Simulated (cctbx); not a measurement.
# Accept or mend?

Cell a = 6.7030 Å, b = 6.4690 Å, c = 5.2200 Å, α = 90.00°, β = 90.00°, γ = 90.00°; space group Pnma (no. 62).

Simulated single-crystal data (cctbx): Mo Kα, λ = 0.71073 Å, to d = 0.75 Å, 95 % of the full sphere, strongest reflection 5000 counts, noise from counting, a 6 % proportional error and a noise floor of 4 counts (s.d.); no absorption.

An anisotropic refinement with weights 1/σ² prints:

```text
Rint 0.048, 35 unique reflections to 1.61 A
cycle     R1     wR2    GooF  max shift (A)
   1  0.0474  0.1051   4.487   0.07561
   3  0.0099  0.0200   0.855   0.00008
final R1 0.0099 wR2 0.0200 GooF 0.855  parameters 21  data/parameter 1.7
atom        x        y        z      Ueq    occ   su(xyz)  su(Uiso or U11)
Sb1    0.38170  0.75000  0.61489   0.0274  1.000  0.00027  0.0024
Mg1    0.01862  0.75000  0.36763   0.0624  1.000  0.00165  0.0081
Be1    0.83555  0.45403  0.10091   0.0355  1.000  0.00433  0.0240  NPD
difference map: max 0.15 min -0.20 rms 0.06
Q1    0.9854  0.2500  0.2484    4    0.16  1.13 A from Sb1
Q2    0.1031  0.1687  0.7825    8    0.13  1.25 A from Mg1
Q3    0.1567  0.1970  0.5260    8    0.12  1.34 A from Mg1
Q4    0.1909  0.5648  0.7175    8    0.11  0.97 A from Be1
```

**Question.** Can this result stand? If not, what is the likely fault?

Mend it. The fault: data cut at low resolution. Against the right model at the same level, R1 goes from 0.0198 to 0.0099 and GooF from 0.92 to 0.85 and Be1 goes non-positive-definite. The atoms are right, but there are too few data for the parameters: R1 flatters and the s.u.s grow. Data per parameter fall from 14.5 to 1.7.

The compound is MgBe2Sb. The right model at the same level gives:

```text
Rint 0.065, 305 unique reflections to 0.75 A
cycle     R1     wR2    GooF  max shift (A)
   1  0.1287  0.3074   6.144   0.02707
   2  0.0198  0.0461   0.922   0.00009
final R1 0.0198 wR2 0.0461 GooF 0.922  parameters 21  data/parameter 14.5
atom        x        y        z      Ueq    occ   su(xyz)  su(Uiso or U11)
Sb1    0.38180  0.75000  0.61513   0.0291  1.000  0.00009  0.0002
Mg1    0.01985  0.75000  0.37065   0.0554  1.000  0.00066  0.0018
Be1    0.83562  0.44271  0.09756   0.0439  1.000  0.00131  0.0041
difference map: max 0.78 min -0.68 rms 0.20
Q1    0.0373  0.0557  0.7580    8    0.80  1.35 A from Be1
Q2    0.2269  0.2500  0.4631    4    0.77  1.48 A from Be1
Q3    0.0678  0.1173  0.5492    8    0.73  1.12 A from Mg1
Q4    0.1515  0.2500  0.7515    4    0.72  1.31 A from Mg1
Q5    0.0686  0.1194  0.0311    8    0.69  1.01 A from Sb1
Q6    0.0653  0.5125  0.4446    8    0.68  1.61 A from Mg1
```

This is a model crystal, built by substitution and not relaxed, with assumed displacement parameters.

[Middle refinement cycles are left out of these outputs.]

[Logs are printed without paths, hosts, clocks, repeated set-up lines and the standing remarks that a program may print on its own settings, such as how far it seeks lower states.]
